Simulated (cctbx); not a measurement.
**A crystallographic session in cctbx: Li7BiSbTe**

Library: cctbx 2025.11.

## 1. Energy scan

run.py:

```python
from cctbx import adptbx, crystal, miller, xray
from cctbx.array_family import flex
from cctbx.eltbx import sasaki

cs = crystal.symmetry(unit_cell=(6.054, 14.186, 9.493, 90, 90.11, 90), space_group_symbol='Hall: -P 2ybc')  # P2_1/c
atoms = [  # label, site, U (iso, or U11 U22 U33 U12 U13 U23 in A^2), occupancy
    ("Bi1", (0.2642, 0.2234, 0.9352), (0.0055, 0.0058, 0.0049, 0.0010, -0.0019, -0.0005), 1),
    ("Te1", (0.2397, 0.8789, 0.796), (0.0091, 0.0142, 0.0152, 0.0017, 0.0010, -0.0011), 1),
    ("Sb1", (0.2555, 0.5676, 0.824), (0.0075, 0.0044, 0.0056, -0.0018, -0.0029, -0.0016), 1),
    ("Li1", (0.7204, 0.1481, 0.9521), (0.0143, 0.0108, 0.0294, -0.0007, 0.0018, -0.0048), 1),
    ("Li2", (0.0002, 0.3937, 0.9234), (0.0074, 0.0077, 0.0074, 0.0002, -0.0002, 0.0001), 1),
    ("Li3", (0.5078, 0.3988, 0.9119), (0.0140, 0.0087, 0.0126, -0.0032, 0.0013, -0.0006), 1),
    ("Li4", (0.8363, 0.9195, 0.8624), (0.0119, 0.0083, 0.0098, 0.0018, -0.0004, -0.0055), 1),
    ("Li5", (0.4867, 0.741, 0.8093), (0.0206, 0.0144, 0.0300, 0.0007, -0.0086, -0.0041), 1),
    ("Li6", (0.0001, 0.7363, 0.8081), (0.0120, 0.0127, 0.0098, 0.0019, -0.0006, -0.0017), 1),
    ("Li7", (0.2689, 0.0476, 0.7681), (0.0139, 0.0163, 0.0158, 0.0007, 0.0012, 0.0003), 1),
]
xs = xray.structure(crystal_symmetry=cs)
for label, site, u, occ in atoms:
    u = adptbx.u_cif_as_u_star(cs.unit_cell(), u) if isinstance(u, tuple) else u
    xs.add_scatterer(xray.scatterer(label, site=site, u=u, occupancy=occ))
hkl = [(1, 0, 2), (1, 3, 0), (1, 2, 0), (0, 1, 1)]
ms = miller.set(cs, flex.miller_index(hkl + [tuple(-v for v in h) for h in hkl]), anomalous_flag=True)
print("E (eV)    f'(Bi)   f''   " + "".join("%16s" % ("|F|" + " ".join(map(str, h))) for h in hkl))
for e in [12819, 13169, 13299, 13359, 13389, 13404, 13411, 13415, 13423, 13427, 13434, 13449, 13479, 13569, 13819]:
    xs.set_inelastic_form_factors(12398.42 / e, "sasaki")
    t = sasaki.table("Bi").at_ev(e)
    f = flex.abs(ms.structure_factors_from_scatterers(xs, algorithm="direct").f_calc().data())
    n = len(hkl)
    print("%7.0f %7.2f %6.2f  " % (e, t.fp(), t.fdp()) + "".join("%9.1f/%6.1f" % (f[k], f[k + n]) for k in range(n)))
```

```console
$ python run.py
```

```text
E (eV)    f'(Bi)   f''           |F|1 0 2        |F|1 3 0        |F|1 2 0        |F|0 1 1
  12819   -9.16   4.26      401.7/ 401.7    526.4/ 526.4     20.4/  20.4      3.0/   3.0
  13169  -10.85   4.08      397.0/ 397.0    520.3/ 520.3     19.9/  19.9      2.1/   2.1
  13299  -12.22   4.01      393.3/ 393.3    515.4/ 515.4     19.4/  19.4      1.3/   1.3
  13359  -13.55   3.98      389.8/ 389.8    510.8/ 510.8     19.0/  19.0      0.7/   0.7
  13389  -14.88   3.97      386.3/ 386.3    506.2/ 506.2     18.5/  18.5      0.7/   0.7
  13404  -16.20   3.96      382.8/ 382.8    501.6/ 501.6     18.1/  18.1      1.4/   1.4
  13411  -17.37   3.96      379.7/ 379.7    497.5/ 497.5     17.7/  17.7      2.1/   2.1
  13415  -18.64   3.96      376.3/ 376.3    493.1/ 493.1     17.2/  17.2      2.8/   2.8
  13423  -19.10  10.11      376.5/ 376.5    493.3/ 493.3     17.3/  17.3      5.3/   5.3
  13427  -17.59  10.11      380.4/ 380.4    498.5/ 498.5     17.8/  17.8      4.8/   4.8
  13434  -16.30  10.10      383.8/ 383.8    503.0/ 503.0     18.3/  18.3      4.5/   4.5
  13449  -14.89  10.08      387.5/ 387.5    507.8/ 507.8     18.7/  18.7      4.4/   4.4
  13479  -13.50  10.04      391.1/ 391.1    512.5/ 512.5     19.2/  19.2      4.3/   4.3
  13569  -11.67   9.93      395.9/ 395.9    518.7/ 518.7     19.8/  19.8      4.5/   4.5
  13819   -9.76   9.63      400.6/ 400.6    525.0/ 525.0     20.4/  20.4      4.9/   4.9
```

Run time: 0.23 s on 1 thread of Arm Neoverse V2, with other jobs on the host, peak memory 0.07 GiB.

[Logs are printed without paths, hosts, clocks, repeated set-up lines and the standing remarks that a program may print on its own settings, such as how far it seeks lower states.]
